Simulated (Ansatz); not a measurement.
# Fe(100) film, 1 layer, flat: channels in plane against thickness, part 2 of 2

How does quantum confinement change the conductance of Fe(100) film, 1 layer, flat and thicker films?

Ansatz 0.2.0; Ansatz plane-wave DFT, PBE, PAW files, collinear spin; ballistic transport by layer matching (Landauer), zero bias.

So far, lead conductance per cell (G₀): step 2 (with 1 layer) 1.37.

### Step 5. With 4 layers, thickness 5.733 A

The film grows to 4 layers.

System of this step: Fe(100) film, 4 layers, flat. The cell holds 4 atoms: 4 Fe. Cell: a = 15.300 Å, b = 2.866 Å, c = 2.866 Å, α = 90.0°, β = 90.0°, γ = 90.0°. It derives from Fe. Vacuum lies along a. The structure's axis is c.

The input, input.yaml:

```yaml
crystal:
  lattice:
    - [15.29975, 0.0, 0.0]
    - [0.0, 2.8665, 0.0]
    - [0.0, 0.0, 2.8665]
  atoms:
    - { symbol: Fe, position: [0.294122453, 0.0, 0.0], spin: 3.0 }
    - { symbol: Fe, position: [0.3878004543, 0.5, 0.5], spin: 3.0 }
    - { symbol: Fe, position: [0.4814784555, 0.0, 0.0], spin: 3.0 }
    - { symbol: Fe, position: [0.5751564568, 0.5, 0.5], spin: 3.0 }
magnetization:
  spin_polarized: true
kpoints:
  mp_grid: { grid: [1, 14, 14] }
hamiltonian:
  xc: pbe
scf:
  occupations: { method: fermi_dirac, width: 0.1 }
output:
  transmission:
    leads: [[0, 0]]
    kmesh: [1, 42]
    e_range: [-0.27, 0.27]
    de: 0.036
```

Run with:

```console
ansatz run input.yaml --threads 4 --pin off --max-ram 8192MiB --backend cpu --events-out ev --progress --plain --runs-dir out
```

Numbers of over 12 decimals in the logs are rounded to 6 here.

Output:

```text
[...]
Crystal: 4 atoms, lattice volume = 125.715 Å³
Basis set: ecut = 420 eV, 2471 PW (Γ)
Bands: 46, of which v1, the nominal top of the filled ones, is band 32 counted from 1 (31 counted from 0)
Symmetry: 16 space group operations
[...]
k-points: 36 of 196
[...]
Starting moments: Σ|m| = 12 μB on 4 of 4 sites
[...]
--- Transmission ---
  basis      : 383 plane waves across, 4 finite elements along
  points     : 22, standing for a mesh of 1 x 42
[...]
crystal 0  : Fe4, at the sites [0, 0], period 2.8665 Å: whole cells are its period
[...]
filled         : 15.0 meV under the level at which it is neutral
    channels       : 2.500000e0 up, 3.047619e0 down
[...]
[key lines of the parts left out:]
SCF converged after 12 iterations
Magnetization: 11.0464 μB (37.5232 up, 26.4768 down)
Free energy (F): -17919.360118 eV
Fermi energy:    4.473884 eV
```

The job ended after 13 min (4 threads of Intel Xeon Platinum 8375C at 2.90GHz (Ice Lake), shared host; peak memory 1.5 GiB).

This step gave:

| Quantity | Value |
| --- | --- |
| free energy | -17919.3601 eV |
| energy at zero smearing | -17919.2722 eV |
| Fermi energy | 4.474 eV |
| magnetization | 11.05 μB |
| absolute magnetization | 11.52 μB |
| site moments | 2.966, 2.479, 2.479, 2.966 μB |
| cell area | 43.86 Å² |
| estimated errors of the lead's conductance | 0, 2.5, 1.5 % (band edges, k-mesh, distance from neutral) |
| lead conductance per cell | 2.557 G₀ |

Per spin. Table of open channels, zone mean by energy, zero at the Fermi level:

```csv
energy (eV),lead up,lead down
-0.270,2.64,2
-0.234,2.40,1.76
-0.198,2.40,1.38
-0.162,2.40,1.14
-0.126,2.45,1
-0.090,2.5,0.905
-0.054,2.5,1.95
-0.018,2.55,2.76
0.018,2.5,3.05
0.054,2.55,2.81
0.090,2.55,2.52
0.126,2.45,3.24
0.162,2.45,3.43
0.198,2.5,3.81
0.234,2.55,3.79
0.270,2.55,3.02
```

The lead conductance per cell is 2.56 G₀, 19 % over the 2.15 G₀ of the last finished run.

### Step 6. With 5 layers, thickness 7.166 A

The film grows to 5 layers.

System of this step: Fe(100) film, 5 layers, flat. The cell holds 5 atoms: 5 Fe. Cell: a = 16.733 Å, b = 2.866 Å, c = 2.866 Å, α = 90.0°, β = 90.0°, γ = 90.0°. It derives from Fe. Vacuum lies along a. The structure's axis is c.

input.yaml, the sections that differ from step 5:

```yaml
crystal:
  lattice:
    - [16.733, 0.0, 0.0]
    - [0.0, 2.8665, 0.0]
    - [0.0, 0.0, 2.8665]
  atoms:
    - { symbol: Fe, position: [0.26892966, 0.0, 0.0], spin: 3.0 }
    - { symbol: Fe, position: [0.3545837566, 0.5, 0.5], spin: 3.0 }
    - { symbol: Fe, position: [0.4402378533, 0.0, 0.0], spin: 3.0 }
    - { symbol: Fe, position: [0.52589195, 0.5, 0.5], spin: 3.0 }
    - { symbol: Fe, position: [0.6115460467, 0.0, 0.0], spin: 3.0 }
# magnetization, kpoints, hamiltonian, scf, output: as in step 5
```

Output:

```text
[...]
Crystal: 5 atoms, lattice volume = 137.492 Å³
Basis set: ecut = 420 eV, 2699 PW (Γ)
Bands: 57, of which v1, the nominal top of the filled ones, is band 40 counted from 1 (39 counted from 0)
Symmetry: 16 space group operations
[...]
k-points: 36 of 196
[...]
Starting moments: Σ|m| = 15 μB on 5 of 5 sites
[...]
--- Transmission ---
  basis      : 415 plane waves across, 4 finite elements along
  points     : 22, standing for a mesh of 1 x 42
[...]
crystal 0  : Fe5, at the sites [0, 0], period 2.8665 Å: whole cells are its period
[...]
filled         : 0.3 meV over the level at which it is neutral
    channels       : 2.690476e0 up, 2.857143e0 down
[...]
[key lines of the parts left out:]
SCF converged after 12 iterations
Magnetization: 13.3224 μB (46.6612 up, 33.3388 down)
Free energy (F): -22399.893442 eV
Fermi energy:    5.660360 eV
```

Wall time 19 min (4 threads); peak memory 1.7 GiB; 65 min of CPU time.

This step gave:

```
free energy                                : -22399.8934 eV
energy at zero smearing                    : -22399.8023 eV
Fermi energy                               : 5.660 eV
magnetization                              : 13.32 μB
absolute magnetization                     : 13.90 μB
site moments                               : 2.967, 2.389, 2.494, 2.389, 2.967 μB
cell area                                  : 47.97 Å²
estimated errors of the lead's conductance : 0, 4.3, 0 % (band edges, k-mesh, distance from neutral)
lead conductance per cell                  : 2.739 G₀
```

Per spin. Open channels, zone mean against energy, zero at the Fermi level:

```csv
energy (eV),lead up,lead down
-0.270,3.02,3.12
-0.234,2.98,2.79
-0.198,3.12,1.93
-0.162,3.02,1.88
-0.126,2.98,1.69
-0.090,2.93,1.64
-0.054,2.83,1.98
-0.018,2.74,3.05
0.018,2.69,2.86
0.054,2.69,3
0.090,2.69,3.19
0.126,2.64,2.76
0.162,2.90,2.62
0.198,2.90,2.10
0.234,3,1.86
0.270,3.05,2.26
```

The lead conductance per cell is 2.74 G₀, 7.1 % over the 2.56 G₀ of the last finished run.

### Step 7. All levels side by side

Times are for 4 threads of Intel Xeon Platinum 8375C at 2.90GHz (Ice Lake), shared host. The runs compared:

```csv
no.,layers,lead conductance per cell (G₀),time,memory (GiB)
1,1,1.366,2.8 min,0.81
2,2,2.044,3.8 min,0.99
3,3,2.151,7.4 min,1.2
4,4,2.557,13 min,1.5
5,5,2.739,19 min,1.7
```

The runs together, line channels_crystal_0_up. Table of channels_crystal_0_up by energy, zero at the Fermi level:

```csv
energy (eV),1,2,3,4,5
-0.270,0.881,1.48,1.81,2.64,3.02
-0.234,0.881,1.52,1.81,2.40,2.98
-0.198,0.881,1.52,1.76,2.40,3.12
-0.162,0.881,1.52,1.76,2.40,3.02
-0.126,0.881,1.52,1.81,2.45,2.98
-0.090,0.881,1.52,1.76,2.5,2.93
-0.054,0.881,1.52,1.76,2.5,2.83
-0.018,0.881,1.57,1.71,2.55,2.74
0.018,0.881,1.62,1.71,2.5,2.69
0.054,0.881,1.62,1.71,2.55,2.69
0.090,0.929,1.62,1.76,2.55,2.69
0.126,0.929,1.62,1.79,2.45,2.64
0.162,0.929,1.62,1.98,2.45,2.90
0.198,0.929,1.67,2.07,2.5,2.90
0.234,0.929,1.67,2.07,2.55,3
0.270,0.929,1.67,2.17,2.55,3.05
```

### Step 8. Summary of results

| Quantity | Value |
| --- | --- |
| conductance per cell, 1 layer | 1.37 G₀ |
| conductance per cell, 2 layers | 2.04 G₀ |
| conductance per cell, 3 layers | 2.15 G₀ |
| conductance per cell, 4 layers | 2.56 G₀ |
| conductance per cell, 5 layers | 2.74 G₀ |

**Reading.** The conductance per cell width goes from 1.37 G0 at 1 to 2.74 G0 at 5 layers. Over the film's own cross-section (layers × spacing × width) the conductance runs from 2.6 to 1.0×10¹⁵ S/m²; that nominal section leaves out the charge that spills into the vacuum, which flatters the thinnest films. The gains from one thickness to the next are 0.68, 0.11, 0.41 and 0.18 G0 per added layer; they differ by more than the error estimates allow, as expected where subbands cross the Fermi level in steps. The film repeats perfectly along the current, so nothing scatters; its faces are clean and not relaxed. One magnetic start was tried, and the two spins conduct in parallel without mixing.

[Logs are printed without paths, hosts, clocks, repeated set-up lines and the standing remarks that a program may print on its own settings, such as how far it seeks lower states.]

[Hosts, paths, dates, database ids (printed as entryN), source tags and the programs' standing remarks are cut or masked in the printed files.]
